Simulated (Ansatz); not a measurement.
The compound is Rb2VCl6 (started from the K2PtCl6 type) (Fm-3m).

The structure was built from a prototype and need not be the compound's stable phase.

```cif
data_structure
_symmetry_space_group_name_H-M 'P 1'
_symmetry_Int_Tables_number 1
_cell_length_a 6.6986
_cell_length_b 6.6986
_cell_length_c 6.6986
_cell_angle_alpha 60.000
_cell_angle_beta 60.000
_cell_angle_gamma 60.000
_cell_volume 212.54
loop_
_atom_site_label
_atom_site_type_symbol
_atom_site_fract_x
_atom_site_fract_y
_atom_site_fract_z
_atom_site_occupancy
Rb1 Rb 0.25000 0.25000 0.25000 1
Rb2 Rb 0.75000 0.75000 0.75000 1
V3 V 0.00000 0.00000 0.00000 1
Cl4 Cl 0.24028 0.24028 0.75972 1
Cl5 Cl 0.75972 0.75972 0.24028 1
Cl6 Cl 0.24028 0.75972 0.24028 1
Cl7 Cl 0.75972 0.24028 0.75972 1
Cl8 Cl 0.75972 0.24028 0.24028 1
Cl9 Cl 0.24028 0.75972 0.75972 1
```

The structure was relaxed with LDA. The structure type comes from a generator and need not be one that this composition takes. The structure was generated from a model, not taken from a measurement. The runs that relaxed it are not among those shown. The program's search for lower electronic states was switched off, so nothing shows that the state found is the lowest. PAW set soft_2, made with PBE.

A constrained-RPA run (Ansatz 0.2.0; non-magnetic LDA; V t2g, bands v1 to c2, 2×2×2 mesh, medium accuracy) builds 3 functions on bands 0.50 eV wide, with 1.0 electrons in the window. The bare on-site interaction is 15.1 eV and the bare J 0.51 eV.

What U and J survive the screening?

On the V t2g shell, U = 3.41 eV (22 % of the bare value), U′ = 2.60 eV, J = 0.37 eV.

The parent state is non-magnetic and the interaction static (zero frequency); U depends on the window and the orbitals, so it belongs to this model alone. Coarse meshes can leave U off its limit, most where the target bands are metallic.

[Paths, hosts, dates, memory and timing lines, banners, echoed tables and standing remarks are left out of the program output.]

[Logs are printed without paths, hosts, clocks, repeated set-up lines and the standing remarks that a program may print on its own settings, such as how far it seeks lower states.]

[Runs of the session that timed out or met a known fault of the program may be left out.]

[Hosts, paths, dates, database ids (printed as entryN), source tags and the programs' standing remarks are cut or masked in the printed files.]
